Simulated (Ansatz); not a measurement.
# F on Pd(111): change of the work function

How does F on the fcc site change the work function of Pd(111) as the layer fills?

Calculated with Ansatz 0.2.0; plane-wave DFT, PBE, Ansatz PAW.

### 1. Set-up

The cell holds 4 atoms: 4 Pd. Its edges and angles: a = 2.751 Å, b = 2.751 Å, c = 24.738 Å, α = 90.0°, β = 90.0°, γ = 60.0°. Vacuum lies along c.

### 2. The clean slab

The bare slab comes first, as the zero from which every change is counted. The two lowest layers are held at bulk places and the upper ones relax. The dipole correction removes the false field that a one-sided slab makes across the periodic vacuum, so each face gets a flat vacuum level of its own.

input.yaml reads:

```yaml
crystal:
  lattice:
    - [2.7506453788, 0.0, 0.0]
    - [1.3753226894, 2.3821287749, 0.0]
    - [0.0, 0.0, 24.7376776414]
  atoms:
    - { symbol: Pd, position: [0.0, 0.0, 0.3638174986] }
    - { symbol: Pd, position: [0.3333333333, 0.3333333333, 0.4546058329] }
    - { symbol: Pd, position: [0.6666666667, 0.6666666667, 0.5453941671] }
    - { symbol: Pd, position: [0.0, 0.0, 0.6361825014] }
kpoints:
  mp_grid: { grid: [12, 12, 1] }
hamiltonian:
  xc: pbe
scf:
  occupations: { method: fermi_dirac, width: 0.1 }
  convergence: { dr2_threshold: 1.0e-08 }
efield:
  axis: 3
  dipole_correction: true
  ramp_position: 0.97
  ramp_width: 0.06
relax:
  f_tol: 0.02
  max_steps: 60
  constraints: [{ sites: [0, 1] }]
output:
  write_potential: true
  write_density: true
  volumetric_format: npy
```

Started as:

```console
$ ansatz run input.yaml --threads 4 --pin off --max-ram 16384MiB --backend cpu --events-out ev --progress --plain --runs-dir out
```

Numbers of over 12 decimals in the logs are rounded to 6 here.

What it wrote:

```text
Engine: ansatz 0.2.0, aarch64-unknown-linux-gnu
Pseudopotentials: kind: paw
Pseudopotential: Pd, paw, valence charge 18, recommended cutoff 420 eV (normal), Pd.paw.azcp
Functional definition: PBE
  parameter kappa = 0.804
  parameter beta = 0.066725
  exchange = pbe_x(kappa = kappa, mu = beta*pi^2/3)
  correlation = pbe_c(beta = beta)
Crystal: 4 atoms, lattice volume = 162.091 Å³
Basis set: ecut = 420 eV, 3173 PW (Γ), exchange–correlation on 40×40×360 points (8 copies of the dense FFT grid, shifted against one another)
Bands: 44, of which v1, the nominal top of the filled ones, is band 36 counted from 1 (35 counted from 0)
Symmetry: 6 space group operations
k-points: 19 of 144 (time reversal used)
Non-local potential: Pd, projectors of the file, l = 0: 2, l = 1: 2, l = 2: 2, l = 3: 1
PAW form: soft (Blöchl's): semilocal exchange-correlation on the pseudo side does not see the compensation charge
PAW one-centre angular grid: Pd, 590 points (default); XC on 64 Gauss nodes
Initial density: superposition of atomic densities (neutral atoms: chi_scale 0, normalization atom), corrected by the library's trained network
Initial wavefunctions: pseudopotential atomic-orbital guess
Functional: x = pbe(κ = 0.804, μ = 0.219515), c = pbe(β = 0.066725)
SCF iter   1: F=—  HF=-27890.455168 eV  |F-HF|=—  |Δ(HF+E_count)|=         —  Δρ=1.07e-2  dr2=1.28e0  ethr=1.77e-3  p=0.000 e·Å  D=6.33e-14 V/Å  ΔV_dip=-0.00 eV  dr2_dipole=3.98e-8  V_vac-E_F(+/−)=4.91/4.91 eV  ⟨swp⟩=8.8  Hψ=3801  notcnv=0  defer=5
efield: sawtooth ramp at fractional position 0.9700 (set: `efield.ramp_position`, or a place that a band, a saddle search or an elastic batch's reference lends), width 0.0600; the density the first Hamiltonian is built on has a dipole p = 0.000 e·Å; the dipole correction subtracts the counter field D = 6.33e-14 V/Å, which shifts the + side's vacuum level by -0.00 eV against the − side's; the planar-averaged density in the ramp window peaks in size at 1.0e-5 e/Å³
preconditioner: auto → LDOS  [metal: Δε(μ)=0.013 eV  Ē_g=7.392 eV  σ=0.100 eV  W_gap=0.03  n_scr=18 (ndim 8)  ℏωp=18.4 eV  f_vac=0.591  D(μ)=8.60/eV (n_scr^D=102)  β→1.0]
SCF iter   2: F=—  HF=-27890.433596 eV  |F-HF|=—  |Δ(HF+E_count)|=   2.16e-2  Δρ=7.31e-3  dr2=1.75e-1  ethr=1.77e-3  p=0.000 e·Å  D=1.46e-6 V/Å  ΔV_dip=-0.00 eV  dr2_dipole=8.34e-8  V_vac-E_F(+/−)=5.24/5.24 eV  ⟨swp⟩=2.3  Hψ=1056  notcnv=0  defer=19
SCF iter   3: F=—  HF=-27890.425873 eV  |F-HF|=—  |Δ(HF+E_count)|=   7.72e-3  Δρ=2.98e-3  dr2=1.13e-1  ethr=2.44e-4  p=-0.000 e·Å  D=-3.12e-6 V/Å  ΔV_dip=0.00 eV  dr2_dipole=6.87e-8  V_vac-E_F(+/−)=5.17/5.17 eV  ⟨swp⟩=2.2  Hψ=1106  notcnv=0  defer=23
SCF iter   4: F=—  HF=-27890.422750 eV  |F-HF|=—  |Δ(HF+E_count)|=   3.12e-3  Δρ=6.69e-4  dr2=1.33e-3  ethr=1.57e-4  p=-0.000 e·Å  D=-9.11e-6 V/Å  ΔV_dip=0.00 eV  dr2_dipole=1.17e-8  V_vac-E_F(+/−)=5.25/5.25 eV  ⟨swp⟩=1.6  Hψ=832  notcnv=0  defer=23
SCF iter   5: F=—  HF=-27890.423193 eV  |F-HF|=—  |Δ(HF+E_count)|=   4.43e-4  Δρ=1.74e-4  dr2=5.12e-5  ethr=1.85e-6  p=-0.000 e·Å  D=-1.21e-6 V/Å  ΔV_dip=0.00 eV  dr2_dipole=2.43e-10  V_vac-E_F(+/−)=5.25/5.25 eV  ⟨swp⟩=2.1  Hψ=1258  notcnv=0  defer=23
SCF iter   6: F=—  HF=-27890.423233 eV  |F-HF|=—  |Δ(HF+E_count)|=   3.95e-5  Δρ=4.92e-5  dr2=8.06e-6  ethr=7.11e-8  p=-0.000 e·Å  D=-9.74e-7 V/Å  ΔV_dip=0.00 eV  dr2_dipole=6.60e-11  V_vac-E_F(+/−)=5.24/5.24 eV  ⟨swp⟩=2.5  Hψ=1397  notcnv=0  defer=23
SCF iter   7: F=—  HF=-27890.423234 eV  |F-HF|=—  |Δ(HF+E_count)|=   1.15e-6  Δρ=1.81e-5  dr2=4.03e-7  ethr=1.12e-8  p=-0.000 e·Å  D=-6.48e-7 V/Å  ΔV_dip=0.00 eV  dr2_dipole=1.00e-11  V_vac-E_F(+/−)=5.24/5.24 eV  ⟨swp⟩=3.2  Hψ=1510  notcnv=0  defer=20
SCF iter   8: F=—  HF=-27890.423235 eV  |F-HF|=—  |Δ(HF+E_count)|=   1.67e-6  Δρ=6.07e-6  dr2=5.44e-8  ethr=5.59e-10  p=-0.000 e·Å  D=-2.98e-7 V/Å  ΔV_dip=0.00 eV  dr2_dipole=2.98e-13  V_vac-E_F(+/−)=5.24/5.24 eV  ⟨swp⟩=2.6  Hψ=1458  notcnv=0  defer=20
SCF iter   9: F=-27890.423236 eV  HF=-27890.423236 eV  |F-HF|=1.10e-8  |Δ(HF+E_count)|=   2.61e-7  Δρ=1.39e-6  dr2=5.24e-9  ethr=1.39e-11  p=-0.000 e·Å  D=-1.17e-7 V/Å  ΔV_dip=0.00 eV  dr2_dipole=1.01e-13  V_vac-E_F(+/−)=5.24/5.24 eV  ⟨swp⟩=9.9  Hψ=5869  notcnv=0
SCF 1 converged in 9 iterations: F = -27890.423236 eV  dr2 = 5.24e-9
  greatest PAW one-centre occupation: 0.999 electrons in one spin orbital (limit 2), on the Pd atom at site 3 (counted from 0), in its partial waves of l = 0
relax step   1: F+E_penalty+E_count = -27890.42323570 eV  Δ(F+E_penalty+E_count) = +0.000e0 eV  max|allowed force component| = 3.166e-1 eV/Å  Δτ_max = 0.0000 Å  (9 SCF iters, accepted)
Initial density: handed on by an earlier stage of this run
Initial wavefunctions: those handed on with the density
iter 1 solved again at ethr=2.12e-4 eV; its pass at ethr=3.10e-3 eV (dr2=1.53e-1 eV) is discarded
SCF iter   1: F=—  HF=-27890.473008 eV  |F-HF|=—  |Δ(HF+E_count)|=         —  Δρ=1.03e-2  dr2=1.69e-1  ethr=2.12e-4  p=-0.000 e·Å  D=-1.13e-6 V/Å  ΔV_dip=0.00 eV  dr2_dipole=2.24e-3  V_vac-E_F(+/−)=5.27/5.27 eV  ⟨swp⟩=1.9  Hψ=3276  notcnv=0  defer=23
efield: sawtooth ramp at fractional position 0.9700 (set: `efield.ramp_position`, or a place that a band, a saddle search or an elastic batch's reference lends), width 0.0600; the density the first Hamiltonian is built on has a dipole p = -0.000 e·Å; the dipole correction subtracts the counter field D = -1.13e-6 V/Å, which shifts the + side's vacuum level by +0.00 eV against the − side's; the planar-averaged density in the ramp window peaks in size at 5.9e-6 e/Å³
preconditioner: auto → LDOS  [metal: Δε(μ)=0.027 eV  Ē_g=7.480 eV  σ=0.100 eV  W_gap=0.07  n_scr=18 (ndim 8)  ℏωp=18.4 eV  f_vac=0.586  D(μ)=8.63/eV (n_scr^D=102)  β→1.0]
SCF iter   2: F=—  HF=-27890.485252 eV  |F-HF|=—  |Δ(HF+E_count)|=   1.22e-2  Δρ=8.04e-3  dr2=2.31e-1  ethr=2.12e-4  p=0.009 e·Å  D=1.02e-2 V/Å  ΔV_dip=-0.25 eV  dr2_dipole=2.06e-2  V_vac-E_F(+/−)=5.00/5.25 eV  ⟨swp⟩=3.1  Hψ=1628  notcnv=0  defer=23
SCF iter   3: F=—  HF=-27890.436922 eV  |F-HF|=—  |Δ(HF+E_count)|=   4.83e-2  Δρ=1.43e-3  dr2=7.38e-3  ethr=2.12e-4  p=-0.000 e·Å  D=-2.15e-5 V/Å  ΔV_dip=0.00 eV  dr2_dipole=1.42e-3  V_vac-E_F(+/−)=5.26/5.25 eV  ⟨swp⟩=2.2  Hψ=1432  notcnv=0  defer=23
SCF iter   4: F=—  HF=-27890.436362 eV  |F-HF|=—  |Δ(HF+E_count)|=   5.60e-4  Δρ=7.26e-4  dr2=1.35e-3  ethr=1.03e-5  p=-0.000 e·Å  D=-2.56e-4 V/Å  ΔV_dip=0.01 eV  dr2_dipole=1.69e-4  V_vac-E_F(+/−)=5.26/5.25 eV  ⟨swp⟩=2.6  Hψ=1517  notcnv=0  defer=23
[...]
SCF iter   9: F=—  HF=-27890.436094 eV  |F-HF|=—  |Δ(HF+E_count)|=   1.66e-6  Δρ=6.83e-6  dr2=2.04e-7  ethr=3.69e-9  p=-0.001 e·Å  D=-1.18e-3 V/Å  ΔV_dip=0.03 eV  dr2_dipole=1.91e-9  V_vac-E_F(+/−)=5.28/5.25 eV  ⟨swp⟩=1.6  Hψ=936  notcnv=0  defer=23
SCF iter  10: F=—  HF=-27890.436094 eV  |F-HF|=—  |Δ(HF+E_count)|=   1.41e-7  Δρ=2.36e-6  dr2=2.45e-8  ethr=2.83e-10  p=-0.001 e·Å  D=-1.18e-3 V/Å  ΔV_dip=0.03 eV  dr2_dipole=5.00e-10  V_vac-E_F(+/−)=5.28/5.25 eV  ⟨swp⟩=1.9  Hψ=1008  notcnv=0  defer=23
SCF iter  11: F=-27890.436094 eV  HF=-27890.436094 eV  |F-HF|=3.60e-9  |Δ(HF+E_count)|=   2.10e-8  Δρ=9.21e-7  dr2=4.42e-9  ethr=1.39e-11  p=-0.001 e·Å  D=-1.17e-3 V/Å  ΔV_dip=0.03 eV  dr2_dipole=6.45e-12  V_vac-E_F(+/−)=5.28/5.25 eV  ⟨swp⟩=9.1  Hψ=5455  notcnv=0
SCF 2 converged in 11 iterations: F = -27890.436094 eV  dr2 = 4.42e-9
  greatest PAW one-centre occupation: 0.999 electrons in one spin orbital (limit 2), on the Pd atom at site 0 (counted from 0), in its partial waves of l = 0
relax step   2: F+E_penalty+E_count = -27890.43609399 eV  Δ(F+E_penalty+E_count) = -1.286e-2 eV  max|allowed force component| = 1.195e-1 eV/Å  Δτ_max = 0.1491 Å  (11 SCF iters, accepted)
SCF iter   1: F=—  HF=-27890.441862 eV  |F-HF|=—  |Δ(HF+E_count)|=         —  Δρ=3.46e-3  dr2=5.32e-2  ethr=1.86e-4  p=-0.001 e·Å  D=-1.17e-3 V/Å  ΔV_dip=0.03 eV  dr2_dipole=1.25e-2  V_vac-E_F(+/−)=5.27/5.24 eV  ⟨swp⟩=3.7  Hψ=1882  notcnv=0  defer=23
efield: sawtooth ramp at fractional position 0.9700 (set: `efield.ramp_position`, or a place that a band, a saddle search or an elastic batch's reference lends), width 0.0600; the density the first Hamiltonian is built on has a dipole p = -0.001 e·Å; the dipole correction subtracts the counter field D = -1.17e-3 V/Å, which shifts the + side's vacuum level by +0.03 eV against the − side's; the planar-averaged density in the ramp window peaks in size at 4.1e-6 e/Å³
preconditioner: auto → LDOS  [metal: Δε(μ)=0.005 eV  Ē_g=7.445 eV  σ=0.100 eV  W_gap=0.01  n_scr=18 (ndim 8)  ℏωp=18.4 eV  f_vac=0.586  D(μ)=8.75/eV (n_scr^D=102)  β→1.0]
SCF iter   2: F=—  HF=-27890.442574 eV  |F-HF|=—  |Δ(HF+E_count)|=   7.12e-4  Δρ=2.46e-3  dr2=2.49e-2  ethr=7.39e-5  p=-0.004 e·Å  D=-4.16e-3 V/Å  ΔV_dip=0.10 eV  dr2_dipole=3.71e-3  V_vac-E_F(+/−)=5.35/5.25 eV  ⟨swp⟩=2.0  Hψ=1476  notcnv=0  defer=23
SCF iter   3: F=—  HF=-27890.438246 eV  |F-HF|=—  |Δ(HF+E_count)|=   4.33e-3  Δρ=5.40e-4  dr2=2.62e-3  ethr=3.45e-5  p=-0.001 e·Å  D=-7.90e-4 V/Å  ΔV_dip=0.02 eV  dr2_dipole=6.99e-4  V_vac-E_F(+/−)=5.27/5.25 eV  ⟨swp⟩=2.0  Hψ=1237  notcnv=0  defer=23
SCF iter   4: F=—  HF=-27890.438154 eV  |F-HF|=—  |Δ(HF+E_count)|=   9.19e-5  Δρ=2.67e-4  dr2=2.39e-4  ethr=3.64e-6  p=-0.001 e·Å  D=-8.37e-4 V/Å  ΔV_dip=0.02 eV  dr2_dipole=2.30e-5  V_vac-E_F(+/−)=5.27/5.25 eV  ⟨swp⟩=2.1  Hψ=1201  notcnv=0  defer=23
SCF iter   5: F=—  HF=-27890.438115 eV  |F-HF|=—  |Δ(HF+E_count)|=   3.93e-5  Δρ=6.91e-5  dr2=2.80e-5  ethr=3.32e-7  p=-0.001 e·Å  D=-7.61e-4 V/Å  ΔV_dip=0.02 eV  dr2_dipole=4.25e-6  V_vac-E_F(+/−)=5.27/5.25 eV  ⟨swp⟩=2.0  Hψ=1164  notcnv=0  defer=23
SCF iter   6: F=—  HF=-27890.438114 eV  |F-HF|=—  |Δ(HF+E_count)|=   9.50e-7  Δρ=3.89e-5  dr2=5.54e-6  ethr=3.89e-8  p=-0.001 e·Å  D=-7.43e-4 V/Å  ΔV_dip=0.02 eV  dr2_dipole=8.65e-8  V_vac-E_F(+/−)=5.27/5.25 eV  ⟨swp⟩=2.1  Hψ=1071  notcnv=0  defer=23
SCF iter   7: F=—  HF=-27890.438111 eV  |F-HF|=—  |Δ(HF+E_count)|=   3.36e-6  Δρ=2.05e-5  dr2=2.14e-6  ethr=7.70e-9  p=-0.001 e·Å  D=-7.64e-4 V/Å  ΔV_dip=0.02 eV  dr2_dipole=1.72e-12  V_vac-E_F(+/−)=5.27/5.25 eV  ⟨swp⟩=1.5  Hψ=905  notcnv=0  defer=23
SCF iter   8: F=—  HF=-27890.438111 eV  |F-HF|=—  |Δ(HF+E_count)|=   1.22e-7  Δρ=8.82e-6  dr2=3.83e-7  ethr=2.97e-9  p=-0.001 e·Å  D=-7.82e-4 V/Å  ΔV_dip=0.02 eV  dr2_dipole=8.94e-11  V_vac-E_F(+/−)=5.27/5.25 eV  ⟨swp⟩=1.6  Hψ=876  notcnv=0  defer=23
SCF iter   9: F=—  HF=-27890.438111 eV  |F-HF|=—  |Δ(HF+E_count)|=   1.20e-7  Δρ=2.88e-6  dr2=3.25e-8  ethr=5.32e-10  p=-0.001 e·Å  D=-7.82e-4 V/Å  ΔV_dip=0.02 eV  dr2_dipole=1.32e-10  V_vac-E_F(+/−)=5.27/5.25 eV  ⟨swp⟩=1.4  Hψ=891  notcnv=0  defer=23
SCF iter  10: F=-27890.438111 eV  HF=-27890.438111 eV  |F-HF|=9.09e-9  |Δ(HF+E_count)|=   6.31e-8  Δρ=1.12e-6  dr2=4.80e-9  ethr=1.39e-11  p=-0.001 e·Å  D=-7.77e-4 V/Å  ΔV_dip=0.02 eV  dr2_dipole=2.32e-11  V_vac-E_F(+/−)=5.27/5.25 eV  ⟨swp⟩=9.2  Hψ=5451  notcnv=0
SCF 3 converged in 10 iterations: F = -27890.438111 eV  dr2 = 4.80e-9
relax step   3: F+E_penalty+E_count = -27890.43811104 eV  Δ(F+E_penalty+E_count) = -2.017e-3 eV  max|allowed force component| = 1.002e-2 eV/Å  Δτ_max = 0.0431 Å  (10 SCF iters, accepted)
NSCF: frozen V_eff on 19 k-points
the band table was solved once a step of the walk had ended and its energy, with any forces and stress, was formed, with the checks that follow a solve (4651 applications of the Hamiltonian). They found nothing against the state; the energy, forces and stress were not computed again (output.eigenvalues in the input reference)
WARN: The input density's exchange-correlation potential varies sharply where the density is thin. Do not read a vacuum level from v_tot or v_xc, or from such a field of the output density. On a cell that repeats whose density bears no net charge and no dipole along the vacuum's axis use v_es (v_loc + v_h of the components); under efield.dipole_correction with no amplitude use v_es + v_field, which holds any external [...]
SCF converged after 10 iterations
Free energy (F): -27890.438111 eV
Harris-Foulkes:  -27890.438111 eV  (|F-HF|=9.09e-9)
Internal energy: -27890.160758 eV  (E = F + TS)
E sigma→0 (E₀):  -27890.299434 eV
Entropy (-TS):   -0.277353 eV (-69.338 meV/atom)
Fermi energy:    3.865219 eV
Dipole field:    D = -0.000784 V/Å  (p = -0.000703 e·Å, saw-weighted, corrected)
Work function:   Φ+ = 5.2682 eV   Φ− = 5.2488 eV
Levels:          The Fermi level and band energies are counted from a zero that moves with the ramp; work functions are not
--- Per-component energies (eV) ---
  E_band       = -1676.700701
  E_kinetic    = 2053.458324
  E_local      = -127765.328557  (includes V_loc(G=0)·N_el)
  E_nonlocal   = 869.748791
  E_hartree    = 62664.014762
  E_xc         = -672.789627
  E_vxc        = -843.766960  (∫ρ·V_xc dr)
  E_paw        = -15001.631602  (= ΣΔE_a)
  E_vpaw       = -1318.850886  (= ΣTr[D̂ρ^β])
  E_aug_tail   = 0.000881  (compensation charges beyond the density's cutoff)
  E_efield     = 0.000000  (sawtooth field / dipole correction)
  E_vefield    = 0.002175  (∫n·V_field dr)
  E_ewald      = 49962.366270
  E_smearing   = -0.277353  (= −TS)
  E_closure    = -0.000000  (closes the sum)
  Σ components = -27890.438111   (vs F -27890.438111, Δ=0.00e0)
--- Forces (eV/Å), atoms counted from 1 ---
  atom   1  Pd     0.00000000    -0.00000000    -0.31322260
  atom   2  Pd    -0.00000000    -0.00000000     0.30972277
  atom   3  Pd     0.00000000     0.00000000    -0.00649868
  atom   4  Pd     0.00000000     0.00000000     0.01001665
  max |Σ_I F_I| component: 1.81e-5 eV/Å
--- Band table (eV; the first three rows and the last of 19) ---
  k-point 0: bands = [... 32 lower, 2.6989, 2.9476, 2.9476, 3.4679, 3.4679, 3.7710, 3.7710, 4.2819, ... 4 higher]
  k-point 1: bands = [... 32 lower, 2.6192, 2.9508, 2.9602, 3.1225, 3.4642, 3.5262, 3.7785, 4.8762, ... 4 higher]
  k-point 2: bands = [... 32 lower, 2.5130, 2.5291, 2.9094, 2.9320, 3.4494, 3.7948, 4.0102, 5.8227, ... 4 higher]
  k-point 18: bands = [... 32 lower, 3.3435, 3.5770, 3.6104, 3.6222, 10.1875, 10.3728, 10.3815, 11.0947, ... 4 higher]
--- Relaxed structure (3 steps of the walk, 3 accepted, 0 SCFs on fresh bases) ---
  F+E_penalty+E_count = -27890.43811104 eV   max|allowed force component| = 1.002e-2 eV/Å
  atoms:
    - { symbol: Pd, position: [0.0, 0.0, 0.3638174986] }
    - { symbol: Pd, position: [0.333333, 0.333333, 0.454606] }
    - { symbol: Pd, position: [0.666667, 0.666667, 0.547339] }
    - { symbol: Pd, position: [0, 0, 0.640465] }
```

The job ended after 12 s (4 threads of Arm Neoverse V1, shared host; peak memory 0.49 GiB).

The steps of the relaxation:

```
step  energy less that of the first step (eV)  largest force component (eV/Å)
   1                                   0.0000                          0.3166
   2                                  -0.0129                          0.1195
   3                                  -0.0149                          0.0100
```

The run keeps the 6 symmetry operations that it works with, so distortions that break them were not tested.

The atoms that moved most (Å):

```
atom     dx     dy     dz  length
 Pd4  0.000  0.000  0.106   0.106
 Pd3  0.000  0.000  0.048   0.048
```

Final coordinates:

```cif
data_structure
_symmetry_space_group_name_H-M 'P 1'
_symmetry_Int_Tables_number 1
_cell_length_a 2.7506
_cell_length_b 2.7506
_cell_length_c 24.7377
_cell_angle_alpha 90.000
_cell_angle_beta 90.000
_cell_angle_gamma 60.000
_cell_volume 162.09
loop_
_atom_site_label
_atom_site_type_symbol
_atom_site_fract_x
_atom_site_fract_y
_atom_site_fract_z
_atom_site_occupancy
Pd1 Pd 0.00000 0.00000 0.36382 1
Pd2 Pd 0.33333 0.33333 0.45461 1
Pd3 Pd 0.66667 0.66667 0.54734 1
Pd4 Pd 0.00000 0.00000 0.64047 1
```

Numbers from this step:

- energy at zero smearing: -27890.2994 eV
- work function, upper face: 5.268 eV
- dipole along the normal: -7.03e-4 e·Å

Running mean over 2.246 Å of the planar mean; the ramp of the sawtooth is left out. Electron's electrostatic potential energy less the Fermi level against z:

z (Å), electron's electrostatic potential energy less the Fermi level (eV) and a bar from the least value:
```
      3.5       5.25 ##############################
      4.0       5.25 ##############################
      4.5       5.25 ##############################
      5.0       5.25 ##############################
      5.5       5.23 ##############################
      6.0       5.19 ##############################
      6.5       5.04 #############################
      7.0       4.40 ############################
      7.5       1.79 ######################
      8.0      -3.11 ############
      8.5      -7.03 ###
      9.0      -8.25 #
      9.5      -8.43 
     10.0      -8.48 
     10.5      -8.52 
     11.0      -8.56 
     11.5      -8.51 
     12.0      -8.24 #
     12.5      -8.12 #
     13.0      -8.35 
     13.5      -8.50 
     14.0      -8.28 #
     14.5      -7.92 #
     15.0      -7.94 #
     15.5      -8.20 #
     16.0      -8.01 #
     16.5      -6.08 #####
     17.0      -1.45 ###############
     17.5       2.94 #########################
     18.0       4.73 #############################
     18.5       5.13 ##############################
     19.0       5.23 ##############################
     19.5       5.26 ##############################
     20.0       5.27 ##############################
     20.5       5.27 ##############################
     21.0       5.27 ##############################
     21.5       5.27 ##############################
```

The relaxation took 3 steps and lowered the energy by 0.015 eV; the largest force on the free atoms ends at 0.010 eV/Å.

The work function of the upper face is 5.27 eV.

[end of part 1 of 4]

[Logs are printed without paths, hosts, clocks, repeated set-up lines and the standing remarks that a program may print on its own settings, such as how far it seeks lower states.]

[Hosts, paths, dates, database ids (printed as entryN), source tags and the programs' standing remarks are cut or masked in the printed files.]

[Maps of the electrostatic potential energy from Ansatz leave out the sawtooth potential of an applied field or a dipole correction, so their vacuum need not be flat; planar profiles and work functions include it.]
